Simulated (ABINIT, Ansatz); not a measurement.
# Ba2CaMoO6 (Fm-3m): G0W0 with ABINIT, start to end

Aim: the G0W0 gap of Ba2CaMoO6 (Fm-3m) on LDA, step by step.

Calculated with ABINIT 10.8.3; LDA and many-body steps on it, plane waves.

Most raw output is cut from this account.

## (1) Starting point

The structure is cubic, space group Fm-3m (No. 225). The conventional cell has a = 8.380 Å, b = 8.380 Å, c = 8.380 Å, α = 90.00°, β = 90.00°, γ = 90.00°. Nearest to Ba lie 12 O at 2.97 Å. Nearest to Ca lie 6 O at 2.28 Å. Nearest to Mo lie 6 O at 1.91 Å. O has 1 Mo at 1.91 Å and 1 Ca at 2.28 Å and 4 Ba at 2.97 Å nearest. Farther neighbours and most contacts between anions are not listed.

The cell and positions come from the Crystallography Open Database and are kept as given unless a step says otherwise. Spin-orbit coupling is left out unless a step names it.

## (2) Ground state

This step: ABINIT 10.8.3; DFT, LDA, plane waves, norm-conserving pseudopotentials.

The ground-state density comes first.

run.abi

```
acell 3*1.0 Angstrom
rprim 
  -0.000000000000 4.190056500000 4.190056500000
  4.190056500000 -0.000000000000 4.190056500000
  4.190056500000 4.190056500000 -0.000000000000
ntypat 4
znucl 56 20 42 8
natom 10
typat 1 1 2 3 4 4 4 4 4 4
xred 
  0.250000000000 0.250000000000 0.250000000000
  0.750000000000 0.750000000000 0.750000000000
  0.000000000000 0.000000000000 0.000000000000
  0.500000000000 0.500000000000 0.500000000000
  0.728140000000 0.271860000000 0.271860000000
  0.271860000000 0.728140000000 0.271860000000
  0.271860000000 0.728140000000 0.728140000000
  0.728140000000 0.271860000000 0.728140000000
  0.271860000000 0.271860000000 0.728140000000
  0.728140000000 0.728140000000 0.271860000000
pp_dirpath "pseudos"
pseudos "Ba.upf, Ca.upf, Mo.upf, O.upf"
ecut 36
ngkpt 4 4 4
nshiftk 1
shiftk 0 0 0
kptopt 1
chksymbreak 0
nband 49
occopt 1
tolvrs 1e-10
nstep 60
prtwf 0
optforces 0
optstress 0
indata_prefix "in"
outdata_prefix "out"
tmpdata_prefix "tmp"
```

On the command line:

```
$ OMP_NUM_THREADS=1 mpirun -n 4 abinit run.abi > log
```

Wall time 76 s (4 MPI ranks of Arm Neoverse V1, shared host); peak memory 0.55 GiB; 5.1 min of CPU time.

Numbers from this step:

```
total energy               : -7210.4534 eV
gap                        : 2.125 eV
k of the valence top       : 0, 0, 0
k of the conduction bottom : 0.5, 0.5, 0
least direct gap           : 2.190 eV
```

The gap is indirect, with the least direct gap 0.06 eV higher.

## (3) Empty states on the mesh, 2×2×2 mesh, 525 bands

The sums over transitions need many empty states on a uniform mesh; this step solves for them.

Edit run.abi of step 2 so:

```diff
@@ -23,3 +23,3 @@
 ecut 36
-ngkpt 4 4 4
+ngkpt 2 2 2
 nshiftk 1
@@ -28,9 +28,10 @@
 chksymbreak 0
-nband 49
-occopt 1
-tolvrs 1e-10
+iscf -2
+irdden 1
+istwfk *1
+nband 525
+nbdbuf 46
+tolwfr 1e-09
 nstep 60
-prtwf 0
-optforces 0
-optstress 0
+prtvol 0
 indata_prefix "in"
```

On the command line:

```
$ OMP_NUM_THREADS=1 mpirun -n 3 abinit run.abi > log
```

Wall time 8.7 min (3 MPI ranks); peak memory 0.6 GiB.

This step gave:

```
gap                                                           : 2.125 eV
k of the valence top                                          : 0, 0, 0
k of the conduction bottom                                    : 0.5, 0.5, 0
least direct gap                                              : 2.190 eV
k points computed                                             : 3
lowest point of the top converged band, above the valence top : 109.1068 eV
```

On this mesh the gap is 2.125 eV.

## (4) Screening, 2×2×2 mesh, 479 bands, screening to 217.7 eV

The RPA dielectric matrix is built and inverted for each q.

This step: RPA screening on LDA, plane waves, norm-conserving pseudopotentials.

Edit run.abi of step 3 so:

```diff
@@ -28,10 +28,11 @@
 chksymbreak 0
-iscf -2
-irdden 1
 istwfk *1
-nband 525
-nbdbuf 46
-tolwfr 1e-09
-nstep 60
-prtvol 0
+occopt 1
+irdwfk 1
+optdriver 3
+nband 479
+ecuteps 8
+inclvkb 2
+awtr 1
+symchi 1
 indata_prefix "in"
```

On the command line:

```
$ OMP_NUM_THREADS=1 mpirun -n 4 abinit run.abi > log
```

Elapsed: 6.1 min, on 4 MPI ranks; peak memory 3.8 GiB; 24 min of CPU time.

This step gave:

| Property | Result |
| --- | --- |
| ε∞ with local fields, on this mesh, along the program's q direction | 5.273 |
| the same without local fields | 6.469 |
| plasma frequency | 27.38 eV |
| plane waves in the screening matrix | 1067 |

Local fields lower ε∞ by 18 %. On a Γ-centred mesh this coarse the value itself is usually too large, while a short band sum pulls it down.

## (5) Self-energy, 2×2×2 mesh, 479 bands, screening to 217.7 eV

The self-energy is evaluated for the states that the input lists, and the levels follow from it, in one-shot runs by the linearised quasiparticle equation.

This step: G0W0 on LDA, plane waves, norm-conserving pseudopotentials.

Edit run.abi of step 4 so:

```diff
@@ -31,8 +31,17 @@
 irdwfk 1
-optdriver 3
+optdriver 4
 nband 479
+gwcalctyp 0
+ecutsigx 36
+symsigma 1
+nkptgw 2
+kptgw 
+  0.0000000000 0.0000000000 0.0000000000
+  0.5000000000 0.5000000000 0.0000000000
+bdgw 
+  38 43
+  38 43
 ecuteps 8
-inclvkb 2
-awtr 1
-symchi 1
+irdscr 1
+ppmodel 1
 indata_prefix "in"
```

Run time: 4.5 min. Hardware: 4 MPI ranks; peak memory 3.8 GiB.

Numbers from this step:

```yaml
g0w0_gap_on_the_points_computed: 3.611 eV
starting_gap_on_the_mesh: 2.125 eV
k_of_the_valence_top: 0, 0, 0
k_of_the_conduction_bottom: 0.5, 0.5, 0
z_at_the_valence_top: 0.766
z_at_the_conduction_bottom: 0.808
least_direct_g0w0_gap_on_the_computed_points: 3.681 eV
```

The gap on the mesh goes from 2.13 eV to 3.61 eV, a correction of +1.49 eV.

Limits: finite bands, cutoff and mesh; no spin-orbit coupling; coarse k mesh. v1 is the top filled band, c1 the lowest empty one. The levels before and after the correction (eV, zero at the valence-band top of each column):

```
           conduction bottom  valence top
Kohn-Sham               2.13         0.00
     G0W0               3.61         0.00
```

|  | level | energy (eV) |
| --- | --- | --- |
| Kohn-Sham | Γ v3-v1 | 0.000 |
| Kohn-Sham | Γ c1-c3 | 2.520 |
| Kohn-Sham | (0.5 0.5 0) v3-v2 | -0.551 |
| Kohn-Sham | (0.5 0.5 0) v1 | -0.065 |
| Kohn-Sham | (0.5 0.5 0) c1 | 2.125 |
| Kohn-Sham | (0.5 0.5 0) c2-c3 | 3.324 |
| G0W0 | Γ v3-v1 | 0.000 |
| G0W0 | Γ c1-c3 | 4.023 |
| G0W0 | (0.5 0.5 0) v3-v2 | -0.654 |
| G0W0 | (0.5 0.5 0) v1 | -0.070 |
| G0W0 | (0.5 0.5 0) c1 | 3.611 |
| G0W0 | (0.5 0.5 0) c2-c3 | 4.928 |

## (6) Where the time went

Times are wall times on the hardware named with each run, good to a factor of about two.

```csv
step,time,share,memory (GiB)
ground state,76 s,6 %,0.55
empty states on the mesh,8.7 min,42 %,0.6
screening,6.1 min,30 %,3.8
self-energy,4.5 min,22 %,3.8
```

## (7) Summary of results

```yaml
lda_gap: 2.13 eV, indirect
g0w0_gap_on_the_mesh: 3.61 eV
gw_settings: 2×2×2 mesh, 479 bands, screening to 217.7 eV, Godby-Needs plasmon pole
known_limits: not at the basis limit; no spin-orbit coupling; coarse k mesh
```

In words: G0W0 moves the gap on the mesh from 2.13 eV to 3.61 eV (+1.49 eV), with Z of 0.77 and 0.81 at the edges. Local fields lower the RPA ε∞ on this mesh from 6.47 to 5.27; a Γ-centred mesh this coarse tends to raise both, most where the direct gap is narrow, while a short band sum lowers them. Only 2 of the mesh's irreducible points were corrected, so a valley elsewhere could overtake. Bands and cutoff are finite, so the gap is not at the basis limit. The miss can reach some tenths of an eV and take either sign; the mesh is an error of its own. In the G0W0 run levels were corrected at 2 k points alone, so a gap called «on the mesh» is the least over those, and an edge elsewhere would be missed. The 2×2×2 mesh is coarse for this cell, which bears on the long-range parts of exchange and screening. The many-body steps are scalar-relativistic: spin-orbit coupling is not in them.

[Paths, hosts, dates, memory and timing lines, banners, echoed tables and standing remarks are left out of the program output.]

[Logs are printed without paths, hosts, clocks, repeated set-up lines and the standing remarks that a program may print on its own settings, such as how far it seeks lower states.]

[Runs of the session that timed out or met a known fault of the program may be left out.]

[Hosts, paths, dates, database ids (printed as entryN), source tags and the programs' standing remarks are cut or masked in the printed files.]

[G0W0 gaps are taken among the corrected bands and points alone; a level outside them can change the order at an edge.]

[Where Ansatz stands beside ABINIT at settings called matched, ABINIT's density can come from a denser mesh and the files from another edition; pairs whose starting gaps differed by over 0.03 eV were left out, so agreement reads better than it is.]
